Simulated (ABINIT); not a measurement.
# SrTiO3 (Tausonite): G0W0 with ABINIT, start to end

Wanted: ground state, empty states, screening and self-energy for SrTiO3 (Tausonite).

Method: PBE and many-body steps on it, plane waves, in ABINIT 10.8.3.

**What was measured.**

- Gap 3.77 eV: direct gap (M0 critical point); spectroscopic ellipsometry, second-derivative fit; 300 K; bulk crystal (commercial single crystal) (“Optical probe of ferroelectric order in bulk and thin film perovskite titanates”, 2013, arxiv:1309.1245).

## 1. The structure

Symmetry: Pm-3m, No. 221, cubic system. The conventional cell has a = 3.905 Å, b = 3.905 Å, c = 3.905 Å, α = 90.00°, β = 90.00°, γ = 90.00°. Sr has 12 O at 2.76 Å nearest. Nearest to Ti lie 6 O at 1.95 Å. Nearest to O lie 2 Ti at 1.95 Å and 4 Sr at 2.76 Å. Farther neighbours and most contacts between anions are not listed.

The cell and positions come from the Crystallography Open Database and are kept as given unless a step says otherwise.

## 2. Ground state

This step: ABINIT 10.8.3; DFT, PBE, plane waves, norm-conserving pseudopotentials.

The ground-state density comes first.

File run.abi:

```
acell 3*1.0 Angstrom
rprim 
  3.905280000000 0.000000000000 0.000000000000
  0.000000000000 3.905280000000 0.000000000000
  0.000000000000 0.000000000000 3.905280000000
ntypat 3
znucl 38 22 8
natom 5
typat 1 2 3 3 3
xred 
  0.500000000000 0.500000000000 0.500000000000
  0.000000000000 0.000000000000 0.000000000000
  0.500000000000 0.000000000000 0.000000000000
  0.000000000000 0.500000000000 0.000000000000
  0.000000000000 0.000000000000 0.500000000000
pp_dirpath "pseudos"
pseudos "Sr.upf, Ti.upf, O.upf"
ecut 38
ngkpt 6 6 6
nshiftk 1
shiftk 0 0 0
kptopt 1
chksymbreak 0
nband 26
occopt 1
tolvrs 1e-10
nstep 60
prtwf 0
optforces 0
optstress 0
indata_prefix "in"
outdata_prefix "out"
tmpdata_prefix "tmp"
```

The run is started by

```bash
$ OMP_NUM_THREADS=1 mpirun -n 8 abinit run.abi > log
```

Numbers of over 12 decimals in the logs are rounded to 6 here.

Output:

```text
.Version 10.8.3 of ABINIT. v10.8.2 released Aug 2026.

 Symmetries : space group Pm -3 m (#221); Bravais cP (primitive cubic)
================================================================================
 Values of the parameters that define the memory need of the present run
     intxc =       0    ionmov =       0      iscf =       7    lmnmax =       6
     lnmax =       6     mgfft =      45  mpssoang =       3    mqgrid =    3001
     natom =       5  nloc_mem =       1    nspden =       1   nspinor =       1
    nsppol =       1      nsym =      48    n1xccc =    2501    ntypat =       3
    occopt =       1   xclevel =       2
-    mband =          26        mffmem =           1         mkmem =           3
       mpw =        4525          nfft =       91125          nkpt =          20
================================================================================
  Rough estimation (10% accuracy) of disk space for files :
================================================================================

--------------------------------------------------------------------------------
------------- Echo of variables that govern the present computation ------------
--------------------------------------------------------------------------------
 -outvars: echo values of preprocessed input variables --------
            acell      1.8897261259E+00  1.8897261259E+00  1.8897261259E+00 Bohr

      chksymbreak           0
             ecut      3.80000000E+01 Hartree
-          fftalg         312

              ixc     -101130
              kpt      0.00000000E+00  0.00000000E+00  0.00000000E+00
                       1.66666667E-01  0.00000000E+00  0.00000000E+00
                       3.33333333E-01  0.00000000E+00  0.00000000E+00
                       5.00000000E-01  0.00000000E+00  0.00000000E+00
                       1.66666667E-01  1.66666667E-01  0.00000000E+00
                       3.33333333E-01  1.66666667E-01  0.00000000E+00
                       5.00000000E-01  1.66666667E-01  0.00000000E+00
                       3.33333333E-01  3.33333333E-01  0.00000000E+00
                       5.00000000E-01  3.33333333E-01  0.00000000E+00
   [... 9 further rows ...]
                       5.00000000E-01  5.00000000E-01  3.33333333E-01
                       5.00000000E-01  5.00000000E-01  5.00000000E-01
         kptrlatt        6    0    0      0    6    0      0    0    6
          kptrlen      4.42794579E+01
P           mkmem           3
            natom           5
            nband          26
            ngfft          45      45      45
             nkpt          20
            nstep          60
             nsym          48
           ntypat           3
              occ      2.000000  2.000000  2.000000  2.000000  2.000000  2.000000
                       2.000000  2.000000  2.000000  2.000000  2.000000  2.000000
                       2.000000  2.000000  2.000000  2.000000  2.000000  2.000000
                       2.000000  2.000000  0.000000  0.000000  0.000000  0.000000
                       0.000000  0.000000
        optforces           0
        optstress           0
            prtwf           0
            rprim      3.9052800000E+00  0.0000000000E+00  0.0000000000E+00
[...]
spgroup         221

           tolvrs      1.00000000E-10

             xred      5.0000000000E-01  5.0000000000E-01  5.0000000000E-01
[...]
znucl       38.00000   22.00000    8.00000

================================================================================

 chkinp: Checking input parameters for consistency.

================================================================================
== DATASET  1 ==================================================================
-   mpi_nproc: 8, omp_nthreads: 1 (-1 if OMP is not activated)

--- !DatasetInfo
iteration_state: {dtset: 1, }
dimensions: {natom: 5, nkpt: 20, mband: 26, nsppol: 1, nspinor: 1, nspden: 1, mpw: 4525, }
cutoff_energies: {ecut:  38.0, pawecutdg:  -1.0, }
electrons: {nelect:   4.00000000E+01, charge:   0.00000000E+00, occopt:   1.00000000E+00, tsmear:   1.00000000E-02, }

 Real(R)+Recip(G) space primitive vectors, cartesian coordinates (Bohr,Bohr^-1):
 R(1)=  7.3799096  0.0000000  0.0000000  G(1)=  0.1355030  0.0000000  0.0000000
 R(2)=  0.0000000  7.3799096  0.0000000  G(2)=  0.0000000  0.1355030  0.0000000
 R(3)=  0.0000000  0.0000000  7.3799096  G(3)=  0.0000000  0.0000000  0.1355030
 Unit cell volume ucvol=  4.0193251E+02 bohr^3
 Angles (23,13,12)=  9.00000000E+01  9.00000000E+01  9.00000000E+01 degrees

 getcut: wavevector=  0.0000  0.0000  0.0000  ngfft=  45  45  45
         ecut(hartree)=     38.000   => boxcut(ratio)=   2.14855

--- Pseudopotential description ------------------------------------------------
- Sr Generated using ONCVPSP code by D. R. Hamann
- 38.00000  10.00000  171031                  znucl, zion, pspdat
12 -101130 2 -1 1834                          pspcod,pspxc,lmax,lloc,mmax
     nproj     2     2     2
  pspatm : epsatm=   12.84204793
         --- l  ekb(1:nproj) -->
[...]
pspatm: atomic psp has been read  and splines computed

- Ti Generated using ONCVPSP code by D. R. Hamann
- 22.00000  12.00000  171031                  znucl, zion, pspdat
12 -101130 2 -1 1586                          pspcod,pspxc,lmax,lloc,mmax
     nproj     2     2     2
  pspatm : epsatm=   14.68144553
         --- l  ekb(1:nproj) -->
[...]
pspatm: atomic psp has been read  and splines computed

- O Generated using ONCVPSP code by D. R. Hamann
-  8.00000   6.00000  171031                  znucl, zion, pspdat
12 -101130 2 -1 936                           pspcod,pspxc,lmax,lloc,mmax
     nproj     2     2     1
  pspatm : epsatm=    6.19545534
         --- l  ekb(1:nproj) -->
[...]
2   -1.331955
 pspatm: atomic psp has been read  and splines computed

   1.84439438E+03                                ecore*ucvol(ha*bohr**3)
--------------------------------------------------------------------------------

_setup2: Arith. and geom. avg. npw (full set) are    4500.495    4500.470

================================================================================

--- !BeginCycle
iteration_state: {dtset: 1, }
solver: {iscf: 7, nstep: 60, nline: 4, wfoptalg: 0, }
tolerances: {tolvrs: 1.00E-10, }

     iter   Etot(hartree)      deltaE(h)  residm     vres2
 ETOT  1  -142.93984632578    -1.429E+02 1.204E-01 1.913E+03
 ETOT  2  -134.35252462204     8.587E+00 1.309E-01 3.322E+04
 ETOT  3  -143.46700343535    -9.114E+00 7.517E-02 4.465E+02
 ETOT  4  -143.48430351532    -1.730E-02 1.176E-02 2.757E+02
 ETOT  5  -143.52490314262    -4.060E-02 3.524E-03 7.963E+01
 ETOT  6  -143.53667094116    -1.177E-02 2.378E-03 2.084E+01
 ETOT  7  -143.54052405821    -3.853E-03 9.859E-03 1.503E+00
 ETOT  8  -143.54082156406    -2.975E-04 1.867E-03 1.093E-01
 ETOT  9  -143.54084400344    -2.244E-05 4.528E-03 3.528E-04
 ETOT 10  -143.54084405618    -5.273E-08 1.489E-03 1.322E-04
 ETOT 11  -143.54084407869    -2.251E-08 1.326E-03 4.309E-06
 ETOT 12  -143.54084407962    -9.357E-10 9.459E-04 1.902E-09
 ETOT 13  -143.54084407962    -2.331E-12 1.805E-03 8.134E-10
 ETOT 14  -143.54084407963    -4.633E-12 1.226E-03 2.542E-12

 At SCF step   14       vres2   =  2.54E-12 < tolvrs=  1.00E-10 =>converged.

--- !ResultsGS
iteration_state: {dtset: 1, }
comment   : Summary of ground state results
lattice_vectors:
- [  7.3799096,   0.0000000,   0.0000000, ]
- [  0.0000000,   7.3799096,   0.0000000, ]
- [  0.0000000,   0.0000000,   7.3799096, ]
lattice_lengths: [   7.37991,    7.37991,    7.37991, ]
lattice_angles: [ 90.000,  90.000,  90.000, ] # degrees, (23, 13, 12)
lattice_volume:   4.0193251E+02
convergence: {deltae: -4.633E-12, res2:  2.542E-12, residm:  1.226E-03, diffor:  0.000E+00, }
etotal    :  -1.43540844E+02
entropy   :   0.00000000E+00
fermie    :   2.54497182E-01
cartesian_stress_tensor: null
pressure_GPa: null
xred      :
- [  5.0000E-01,   5.0000E-01,   5.0000E-01, Sr]
- [  0.0000E+00,   0.0000E+00,   0.0000E+00, Ti]
- [  5.0000E-01,   0.0000E+00,   0.0000E+00,  O]
- [  0.0000E+00,   5.0000E-01,   0.0000E+00,  O]
- [  0.0000E+00,   0.0000E+00,   5.0000E-01,  O]
cartesian_forces: null
force_length_stats: {min: null, max: null, mean: null, }

 Integrated electronic density in atomic spheres:
 ------------------------------------------------
 Atom  Sphere_radius  Integrated_density
[...]
================================================================================

 ----iterations are completed or convergence reached----

 Mean square residual over all n,k,spin=   83.496E-07; max=  12.261E-04
 reduced coordinates (array xred) for    5 atoms
       0.500000000000      0.500000000000      0.500000000000
       0.000000000000      0.000000000000      0.000000000000
       0.500000000000      0.000000000000      0.000000000000
       0.000000000000      0.500000000000      0.000000000000
       0.000000000000      0.000000000000      0.500000000000
 rms dE/dt=  0.0000E+00; max dE/dt=  0.0000E+00; dE/dt below (all hartree)
    1       0.000000000000      0.000000000000      0.000000000000
    2       0.000000000000      0.000000000000      0.000000000000
    3       0.000000000000      0.000000000000      0.000000000000
    4       0.000000000000      0.000000000000      0.000000000000
    5       0.000000000000      0.000000000000      0.000000000000

 cartesian coordinates (angstrom) at end:
    1      1.952640     1.952640     1.952640
    2      0.000000     0.000000     0.000000
    3      1.952640     0.000000     0.000000
    4      0.000000     1.952640     0.000000
    5      0.000000     0.000000     1.952640
 length scales=  1.889726125908  1.889726125908  1.889726125908 bohr
              =  1.000000000000  1.000000000000  1.000000000000 angstroms
 prteigrs : about to open file out_EIG
 Fermi (or HOMO) energy (hartree) =   0.25450   Average Vxc (hartree)=  -0.42036
 Eigenvalues (hartree) for nkpt=  20  k points:
 kpt#   1, nband= 26, wtk=  0.00463, kpt=  0.0000  0.0000  0.0000 (reduced coord)
  -1.81815   -0.94790   -0.94625   -0.94625   -0.94625   -0.38343   -0.34734   -0.34734
  -0.28601   -0.28601   -0.28601    0.15118    0.15118    0.15118    0.21165    0.21165
   0.21165    0.24145    0.24145    0.24145    0.32460    0.32460    0.32460    0.41575
   0.41576    0.45510
 prteigrs : prtvol=0 or 1, do not print more k-points.

--- !EnergyTerms
iteration_state     : {dtset: 1, }
comment             : Components of total free energy in Hartree
kinetic             :  6.54542980228897E+01
hartree             :  3.02029718585664E+01
xc                  : -2.97726453297859E+01
Ewald energy        : -1.06245779347251E+02
psp_core            :  4.58881612978461E+00
local_psp           : -1.06039726698923E+02
non_local_psp       : -1.72877871490890E+00
total_energy        : -1.43540844079629E+02
total_energy_eV     : -3.90594535032491E+03
band_energy         : -1.20259377884531E+01

== END DATASET(S) ==============================================================
================================================================================

 -outvars: echo values of variables after computation  --------
           etotal     -1.4354084408E+02
            nband          26
             nkpt          20
          spgroup         221
 [... the other variables as echoed above ...]

 Calculation completed.
```

Elapsed: 20 s, on 8 MPI ranks of Arm Neoverse V2, shared host; peak memory 0.63 GiB.

This step gave:

```yaml
total_energy: -3905.9454 eV
gap: 1.908 eV
k_of_the_valence_top: 0.5, 0.5, 0.5
k_of_the_conduction_bottom: 0, 0, 0
least_direct_gap: 2.263 eV
```

The gap is indirect, with the least direct gap 0.36 eV higher.

## 3. Empty states on the mesh, 4×4×4 mesh, 124 bands

The sums over transitions need many empty states on a uniform mesh; this step solves for them.

Edit run.abi of step 2 so:

```diff
@@ -18,3 +18,3 @@
 ecut 38
-ngkpt 6 6 6
+ngkpt 4 4 4
 nshiftk 1
@@ -23,9 +23,10 @@
 chksymbreak 0
-nband 26
+irdden 1
+istwfk *1
+nband 124
+prtvol 0
+optdriver 6
+gwr_task "HDIAGO"
+paral_kgb 0
 occopt 1
-tolvrs 1e-10
-nstep 60
-prtwf 0
-optforces 0
-optstress 0
 indata_prefix "in"
```

Output:

```text
[banner, memory and clock lines left out]
.Version 10.8.3 of ABINIT. v10.8.2 released Aug 2026.

 Symmetries : space group Pm -3 m (#221); Bravais cP (primitive cubic)
[... echo of the input left out ...]
== DATASET  1 ==================================================================
-   mpi_nproc: 8, omp_nthreads: 1 (-1 if OMP is not activated)

--- !DatasetInfo
iteration_state: {dtset: 1, }
dimensions: {natom: 5, nkpt: 10, mband: 124, nsppol: 1, nspinor: 1, nspden: 1, mpw: 4632, }
cutoff_energies: {ecut:  38.0, pawecutdg:  -1.0, }
electrons: {nelect:   4.00000000E+01, charge:   0.00000000E+00, occopt:   1.00000000E+00, tsmear:   1.00000000E-02, }

.Using double precision arithmetic; gwpc =  8

- Reading GS density from: in_DEN

--- Pseudopotential description ------------------------------------------------
- Sr Generated using ONCVPSP code by D. R. Hamann
- 38.00000  10.00000  171031                  znucl, zion, pspdat
12 -101130 2 -1 1834                          pspcod,pspxc,lmax,lloc,mmax
     nproj     2     2     2
  pspatm : epsatm=   12.84204793
         --- l  ekb(1:nproj) -->
             0    9.951127    1.027824
             1    7.382610    1.665143
             2    4.168853    0.950057
 pspatm: atomic psp has been read  and splines computed

- Ti Generated using ONCVPSP code by D. R. Hamann
- 22.00000  12.00000  171031                  znucl, zion, pspdat
12 -101130 2 -1 1586                          pspcod,pspxc,lmax,lloc,mmax
     nproj     2     2     2
  pspatm : epsatm=   14.68144553
         --- l  ekb(1:nproj) -->
[...]
pspatm: atomic psp has been read  and splines computed

- O Generated using ONCVPSP code by D. R. Hamann
-  8.00000   6.00000  171031                  znucl, zion, pspdat
12 -101130 2 -1 936                           pspcod,pspxc,lmax,lloc,mmax
     nproj     2     2     1
  pspatm : epsatm=    6.19545534
         --- l  ekb(1:nproj) -->
             0    6.056735    0.824024
             1   -4.717130   -1.149271
             2   -1.331955
 pspatm: atomic psp has been read  and splines computed

   1.84439438E+03                                ecore*ucvol(ha*bohr**3)

 Total charge density [el/Bohr^3]
)     Maximum=    1.3479E+00  at reduced coord.    0.0000    0.0000    0.9111
)     Minimum=    5.0390E-03  at reduced coord.    0.4889    0.4889    0.0000
   Integrated=    4.0000E+01

 === KS gaps after direct diagonalization ===
 Indirect band gap semiconductor
 Fundamental gap:     1.908 (eV)
   VBM:     6.925 (eV) at k: [ 5.0000E-01,  5.0000E-01,  5.0000E-01]
   CBM:     8.833 (eV) at k: [ 0.0000E+00,  0.0000E+00,  0.0000E+00]
 Direct gap:         2.263 (eV) at k: [ 0.0000E+00,  0.0000E+00,  0.0000E+00]

== END DATASET(S) ==============================================================

 -outvars: echo values of variables after computation  --------
           etotal      0.0000000000E+00
            nband         124
             nkpt          10
          spgroup         221
 [... the other variables as echoed above ...]

 Calculation completed.
```

Run time: 1.8 min. Hardware: 8 MPI ranks; peak memory 9.1 GiB.

This step gave:

| Quantity | Value |
| --- | --- |
| gap | 1.908 eV |
| k of the valence top | 0.5, 0.5, 0.5 |
| k of the conduction bottom | 0, 0, 0 |
| least direct gap | 2.263 eV |
| k points computed | 10 |
| lowest point of the top converged band, above the valence top | 67.7974 eV |

On this mesh the gap is 1.908 eV.

## 4. Screening, 4×4×4 mesh, 116 bands, screening to 136.1 eV

The RPA dielectric matrix is built and inverted for each q.

This step: RPA screening on PBE, plane waves, norm-conserving pseudopotentials.

Edit run.abi of step 3 so:

```diff
@@ -23,10 +23,11 @@
 chksymbreak 0
-irdden 1
 istwfk *1
-nband 124
-prtvol 0
-optdriver 6
-gwr_task "HDIAGO"
-paral_kgb 0
 occopt 1
+irdwfk 1
+optdriver 3
+nband 116
+ecuteps 5
+inclvkb 2
+awtr 1
+symchi 1
 indata_prefix "in"
```

Output:

```text
.Version 10.8.3 of ABINIT. v10.8.2 released Aug 2026.

 Symmetries : space group Pm -3 m (#221); Bravais cP (primitive cubic)
[... echo of the input left out ...]
== DATASET  1 ==================================================================
-   mpi_nproc: 8, omp_nthreads: 1 (-1 if OMP is not activated)

--- !DatasetInfo
iteration_state: {dtset: 1, }
dimensions: {natom: 5, nkpt: 10, mband: 116, nsppol: 1, nspinor: 1, nspden: 1, mpw: 4632, }
cutoff_energies: {ecut:  38.0, pawecutdg:  -1.0, }
electrons: {nelect:   4.00000000E+01, charge:   0.00000000E+00, occopt:   1.00000000E+00, tsmear:   1.00000000E-02, }

 SCREENING: Calculation of the susceptibility and dielectric matrices

 Based on a program developped by R.W. Godby, V. Olevano, G. Onida, and L. Reining.
 Incorporated in ABINIT by V. Olevano, G.-M. Rignanese, and M. Torrent.
.Using double precision arithmetic ; gwpc =  8

[... cell and pseudopotentials left out ...]
--------------------------------------------------------------------------------

 ==== K-mesh for the wavefunctions ====
 Number of points in the irreducible wedge :    10
[... list of points left out ...]
 Together with 48 symmetry operations and time-reversal symmetry
 yields    64 points in the full Brillouin Zone.

 ==== Q-mesh for the screening function ====
 Number of points in the irreducible wedge :    10
[... list of points left out ...]
 Together with 48 symmetry operations and time-reversal symmetry
 yields    64 points in the full Brillouin Zone.

 setmesh: FFT mesh size selected  =    27x   27x   27
          total number of points  =        19683

 vcoul_init : cutoff-mode = AUXILIARY_FUNCTION
 q-points for optical limit:   1
     1)      0.000010    0.000020    0.000030

- screening: taking advantage of time-reversal symmetry
- Maximum band index for partially occupied states nbvw = 20
- Remaining bands to be divided among processors   nbcw = 96
- Number of bands treated by each node ~12

 Number of electrons calculated from density =   40.0000; Expected =   40.0000
 average of density, n =  0.099519
 r_s =    1.3387
 omega_plasma =   30.4305 [eV]

 calculating chi0 at frequencies [eV] :
  1    0.000000E+00    0.000000E+00
  2    0.000000E+00    3.043050E+01

--------------------------------------------------------------------------------
  q-point number  1        q = ( 0.000000, 0.000000, 0.000000) [r.l.u.]
--------------------------------------------------------------------------------
[... chi0 elements left out ...]
 For q-point:  0.000010 0.000020 0.000030
  dielectric constant =   6.4093
  dielectric constant without local fields =   6.7680

  Average fulfillment of the sum rule on Im[epsilon] for q-point    1 :     62.67  [%]
[... wings left out ...]
  q-point number  2        q = ( 0.250000, 0.000000, 0.000000) [r.l.u.]
--------------------------------------------------------------------------------
[... chi0 elements left out ...]
  Average fulfillment of the sum rule on Im[epsilon] for q-point    2 :     74.19  [%]

 [... 8 further q-points ...]
```

It took 27 s on 8 MPI ranks; peak memory 1.8 GiB; 3.6 min of CPU time.

This step gave:

```yaml
eps_infinity_with_local_fields_on_this_mesh_along_the_program_s_q_direction: 6.409
the_same_without_local_fields: 6.768
plasma_frequency: 30.43 eV
plane_waves_in_the_screening_matrix: 203
```

Local fields lower ε∞ by 5 %. On a Γ-centred mesh this coarse the value itself is usually too large, while a short band sum pulls it down.

[end of part 1 of 2]

[Paths, hosts, dates, memory and timing lines, banners, echoed tables and standing remarks are left out of the program output.]

[Logs are printed without paths, hosts, clocks, repeated set-up lines and the standing remarks that a program may print on its own settings, such as how far it seeks lower states.]

[Runs of the session that timed out or met a known fault of the program may be left out.]

[Hosts, paths, dates, database ids (printed as entryN), source tags and the programs' standing remarks are cut or masked in the printed files.]

[G0W0 gaps are taken among the corrected bands and points alone; a level outside them can change the order at an edge.]

[Where Ansatz stands beside ABINIT at settings called matched, ABINIT's density can come from a denser mesh and the files from another edition; pairs whose starting gaps differed by over 0.03 eV were left out, so agreement reads better than it is.]
